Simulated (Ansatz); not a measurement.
# LaPt2 (Fd-3m): phonon-mediated transition temperature, part 2 of 2

What Tc do the phonons of LaPt2 (Fd-3m) give, and how does it depend on μ*? The cell shown first is a relaxed one, from steps not shown here.

Ansatz 0.2.0; DFT PBEsol, scalar-relativistic, plane waves, PAW.

So far, log mean phonon energy ħω_log (meV): step 2 (coupling and resistivity: q 2×2×2, k 6×6×6, scattering …) 10.2.

## Step 3: Electron–phonon run: q 3×3×3, k 9×9×9, scattering 12×12×12

The next rung changes the q mesh, which sets the reach of the force constants and couplings; the k mesh of the density and its response.

Input file input.yaml:

```yaml
crystal:
  lattice:
    - [0.0, 3.87276251, 3.87276251]
    - [3.87276251, 0.0, 3.87276251]
    - [3.87276251, 3.87276251, 0.0]
  atoms:
    - { symbol: La, position: [0.0, 0.0, 0.0] }
    - { symbol: La, position: [0.25, 0.25, 0.25] }
    - { symbol: Pt, position: [0.625, 0.625, 0.625] }
    - { symbol: Pt, position: [0.125, 0.625, 0.625] }
    - { symbol: Pt, position: [0.625, 0.625, 0.125] }
    - { symbol: Pt, position: [0.625, 0.125, 0.625] }
kpoints:
  mp_grid: { grid: [9, 9, 9] }
hamiltonian:
  xc: pbesol
scf:
  occupations: { method: methfessel_paxton, width: 0.2 }
output:
  eigenvalues: true
phonons:
  method: dfpt
  qmesh: [3, 3, 3]
  temperatures: { t_max: 1000, t_step: 50 }
  qpath:
    path:
      - [[0.0, 0.0, 0.0], [0.5, 0.0, 0.5], [0.625, 0.25, 0.625]]
      - [[0.375, 0.375, 0.75], [0.0, 0.0, 0.0], [0.5, 0.5, 0.5], [0.5, 0.25, 0.75], [0.5, 0.0, 0.5]]
    npoints: 6
  electrical_resistivity:
    mesh: [12, 12, 12]
    temperatures: [20.0, 50.0, 80.0, 100.0, 150.0, 200.0, 273.0, 300.0, 400.0, 500.0, 600.0, 800.0]
  superconductivity: { mesh: [12, 12, 12] }
```

Run with:

```bash
$ ansatz run input.yaml --threads 16 --pin off --max-ram 61440MiB --backend cuda --events-out ev --progress --plain --runs-dir out
```

Numbers of over 12 decimals in the logs are rounded to 6 here.

The log of the run:

```text
[...]
concurrent solve slots: 12 of 16 are kept, ahead of what memory takes: no pass of the eigensolver takes more rounds on 12
[...]
Crystal: 6 atoms, lattice volume = 116.170 Å³
Basis set: ecut = 420 eV, 2229 PW (Γ), exchange–correlation on 80×80×80 points (8 copies of the dense FFT grid, shifted against one another)
Bands: 57, of which v1, the nominal top of the filled ones, is band 47 counted from 1 (46 counted from 0)
Symmetry: 48 space group operations
k-points: 35 of 729
[...]
SCF iter   1: F=—  HF=-61864.268757 eV  |F-HF|=—  |Δ(HF+E_count)|=         —  Δρ=6.37e-3  dr2=4.87e-2  ethr=1.77e-3  ⟨swp⟩=6.3  Hψ=8103  notcnv=0
[...]
SCF iter   2: F=—  HF=-61864.258395 eV  |F-HF|=—  |Δ(HF+E_count)|=   1.04e-2  S|Δr|=    0.00e0  Δρ=2.22e-3  dr2=5.12e-3  ethr=5.19e-5  ⟨swp⟩=2.0  Hψ=3570  notcnv=0  defer=1
[...]
SCF iter   9: F=-61864.257685 eV  HF=-61864.257685 eV  |F-HF|=7.28e-12  |Δ(HF+E_count)|=  7.28e-12  S|Δr|=    0.00e0  Δρ=6.71e-8  dr2=9.59e-12  ethr=1.00e-12  ⟨swp⟩=13.3  Hψ=10998  notcnv=0
SCF 1 converged in 9 iterations: F = -61864.257685 eV  dr2 = 9.59e-12
[...]
SCF iter   1: F=—  HF=-61864.257519 eV  |F-HF|=—  |Δ(HF+E_count)|=         —  Δρ=2.15e-7  dr2=9.49e-11  ethr=1.25e-7  ⟨swp⟩=5.4  Hψ=15691  notcnv=0
[...]
SCF 2 converged in 3 iterations: F = -61864.257685 eV  dr2 = 7.17e-12
[...]
SCF 3 converged in 9 iterations: F = -61864.257685 eV  dr2 = 9.60e-12
[...]
SCF converged after 9 iterations
[...]
vibrations of 27 cells: unjudged by the run; compare a larger repeat
[...]
--- Superconductivity: potentials and phonons of a 3×3×3 supercell ---
           mesh         λ    ħω_log (meV)  μ* declared at (meV)
       12×12×12    0.2051          10.098               11.605
          6×6×6    4.4630          14.185               14.661
          3×3×3    0.5882          11.998               13.039
  λ by the species' shares of the modes' patterns: La 0.0797, Pt 0.1254
[...]
0.08      0.002         0.002    none_found    none_found    none_found    none_found     none_found
      0.10      0.000         0.000    none_found    none_found    none_found    none_found     none_found
      0.12      0.000         0.000    none_found    none_found    none_found    none_found     none_found
      0.13      0.000         0.000    none_found    none_found    none_found    none_found     none_found
      0.14      0.000         0.000    none_found    none_found    none_found    none_found     none_found
      0.16      0.000         0.000    none_found    none_found    none_found    none_found     none_found
      0.20          -             -    none_found    none_found    none_found    none_found     none_found
  none_found: no transition down to 0.1 K
[...]
not converged in the mesh (λ, the transition temperature): between neighbouring meshes, the two finest first, λ moves by 2076.30 % and 86.82 % and the anisotropic transition temperature over the full bandwidth at μ* = 0.13 by (not known) and 64.17 %; converged means that the two finest part by at most 2.00 % and 5.00 %
  vibrations of 27 cells: unjudged by the run; compare a larger repeat
[...]
```

Elapsed: 87 s, on 1 × NVIDIA GB200 with 16 threads of Arm Neoverse V2, shared host; peak memory 11 GiB; 12 min of CPU time.

Numbers from this step:

```
zero-point energy                                 : 0.1192 eV/cell
highest frequency, solved or plainly interpolated : 208.2 cm⁻¹
Debye temperature (second moment)                 : 213 K
resistivity at 300 K                              : 29.33 μΩ cm
coupling constant λ                               : 0.2051
density of states at the Fermi level              : 0.9385 states/eV a spin and cell
log mean phonon energy ħω_log                     : 10.1 meV
transport coupling constant λ_tr                  : 0.2123, 0.2123, 0.2123 (xx, yy, zz)
Drude plasma energy                               : 2.951, 2.951, 2.951 eV (xx, yy, zz)
resistivity times mean free path                  : 26.38, 26.38, 26.38 × 10⁻¹⁶ Ω m² (xx, yy, zz)
second-moment phonon energy ħω₂                   : 11.61 meV
```

An empty cell: under 1 mK by a formula, or no transition down to the floor of the Eliashberg search. Transition temperatures:

| μ* | McMillan Tc (K) | Allen–Dynes Tc (K) |
| --- | --- | --- |
| 0.08 | 0.00179 | 0.0018 |
| 0.1 | - | - |
| 0.12 | - | - |
| 0.13 | - | - |
| 0.14 | - | - |
| 0.16 | - | - |
| 0.2 | - | - |

The Eliashberg function α²F has structure finer than the step of the table below, so its rows give means over 1 meV, whole bins alone (the curve runs from 0.101 to 25.7 meV). Peaks (meV: height): α²F 7.6: 0.393, 12.2: 0.140, 17.0: 0.116, 18.5: 0.0594; α²F tr 7.6: 0.409, 11.6: 0.132, 17.0: 0.141, 18.5: 0.066.

Table of Eliashberg function α²F by phonon energy; means over each step:

| phonon energy (meV) | α²F | α²F tr |
| --- | --- | --- |
| 1 | 2.9e-5 | 9.5e-6 |
| 2 | 4.3e-4 | 2.6e-4 |
| 3 | 0.00125 | 0.00134 |
| 4 | 0.00328 | 0.00373 |
| 5 | 0.00797 | 0.00813 |
| 6 | 0.0352 | 0.0402 |
| 7 | 0.0808 | 0.0857 |
| 8 | 0.170 | 0.181 |
| 9 | 0.0743 | 0.0779 |
| 10 | 0.0468 | 0.0466 |
| 11 | 0.0899 | 0.0964 |
| 12 | 0.112 | 0.106 |
| 13 | 0.0829 | 0.0772 |
| 14 | 0.0517 | 0.0483 |
| 15 | 0.0637 | 0.0605 |
| 16 | 0.0661 | 0.0653 |
| 17 | 0.0698 | 0.0834 |
| 18 | 0.0335 | 0.0368 |
| 19 | 0.0433 | 0.0456 |
| 20 | 0.00988 | 0.00958 |
| 21 | 0.0237 | 0.0252 |
| 22 | 0.0178 | 0.0182 |
| 23 | 0.00906 | 0.00726 |
| 24 | 0.0127 | 0.0124 |
| 25 | 0.00448 | 0.00494 |

Table of Eliashberg function α²F by phonon energy; read off at these points:

| phonon energy (meV) | α²F | La | Pt |
| --- | --- | --- | --- |
| 0.1 | 0 | 0 | 0 |
| 0.7 | 0 | 0 | 0 |
| 1.5 | 1.0e-4 | 0 | 1.0e-4 |
| 2.1 | 5.0e-4 | 1.0e-4 | 4.0e-4 |
| 2.9 | 0.0011 | 3.0e-4 | 8.0e-4 |
| 3.5 | 0.0021 | 6.0e-4 | 0.0015 |
| 4.3 | 0.0042 | 0.0012 | 0.003 |
| 4.9 | 0.007 | 0.002 | 0.005 |
| 5.5 | 0.0136 | 0.0035 | 0.0101 |
| 6.4 | 0.0651 | 0.0105 | 0.0546 |
| 7.0 | 0.0454 | 0.0175 | 0.0278 |
| 7.6 | 0.393 | 0.176 | 0.217 |
| 7.8 | 0.255 | 0.124 | 0.131 |
| 8.4 | 0.0608 | 0.0101 | 0.0507 |
| 9.2 | 0.082 | 0.0358 | 0.0461 |
| 9.8 | 0.0658 | 0.0286 | 0.0371 |
| 10.4 | 0.0269 | 0.0147 | 0.0122 |
| 11.2 | 0.0953 | 0.0349 | 0.0604 |
| 11.6 | 0.134 | 0.0703 | 0.064 |
| 11.8 | 0.100 | 0.0499 | 0.0505 |
| 12.2 | 0.140 | 0.0824 | 0.0574 |
| 12.6 | 0.101 | 0.0362 | 0.0649 |
| 13.2 | 0.0599 | 0.0196 | 0.0403 |
| 14.0 | 0.0458 | 0.012 | 0.0338 |
| 14.6 | 0.0464 | 0.0183 | 0.0281 |
| 15.4 | 0.0634 | 0.0427 | 0.0207 |
| 16.0 | 0.0682 | 0.0442 | 0.024 |
| 16.6 | 0.0719 | 0.0567 | 0.0152 |
| 17.0 | 0.116 | 0.103 | 0.0134 |
| 17.5 | 0.0024 | 1.0e-4 | 0.0022 |
| 18.1 | 0.0396 | 0.002 | 0.0376 |
| 18.5 | 0.0594 | 0.0035 | 0.0559 |
| 18.9 | 0.0522 | 0.0036 | 0.0486 |
| 19.5 | 0.0179 | 8.0e-4 | 0.0171 |
| 20.3 | 0.0118 | 7.0e-4 | 0.011 |
| 20.9 | 0.0244 | 0.0016 | 0.0227 |
| 21.5 | 0.0213 | 8.0e-4 | 0.0205 |
| 22.3 | 0.015 | 2.0e-4 | 0.0147 |
| 22.9 | 0.0054 | 1.0e-4 | 0.0053 |
| 23.7 | 0.0128 | 1.0e-4 | 0.0127 |
| 24.3 | 0.0132 | 1.0e-4 | 0.0131 |
| 25.1 | 0.0033 | 0 | 0.0033 |
| 25.7 | 0.0015 | 0 | 0.0015 |

## Step 4: Outcome

```yaml
meshes: q 3×3×3, k 9×9×9, scattering 12×12×12
coupling_constant_lambda: 0.205
log_mean_phonon_energy_omega_log: 10.1 meV
```

In words: In the last run (PBEsol, q 3×3×3, k 9×9×9, scattering 12×12×12), with λ = 0.21 and ħω_log = 10.1 meV, Tc at μ* = 0.13 is under 1 mK by the formulas. Measured: transition temperature: 0.46 K (literature Tc; quoted in “Superconductivity in La3Pt4”, 2012, arxiv:1210.4624). At μ* = 0.13 the calculation finds no transition over 1 mK; λ may be underestimated on these meshes, μ* may be smaller, or the pairing may not be by phonons alone. In that run Allen and Dynes's formula gives no transition above 0.05 K at μ* = 0.10 or more. By the run's own test λ is not converged in the fine mesh: it moves by 2076 % between the two finest. The run's transport test calls it not converged in the mesh; ρ(300 K) moves by 23 % in the component that moves most. Over the runs, λ takes the values 0.197 and 0.205, in the order shown. No spin–orbit coupling, which matters for Pt. μ* is a typed number, phonons are harmonic, and spin fluctuations are left out; with λ this near or under μ*(1 + 0.62 λ), the formulas give Tc only to its order of magnitude, or none.

[Logs are printed without paths, hosts, clocks, repeated set-up lines and the standing remarks that a program may print on its own settings, such as how far it seeks lower states.]

[Hosts, paths, dates, database ids (printed as entryN), source tags and the programs' standing remarks are cut or masked in the printed files.]
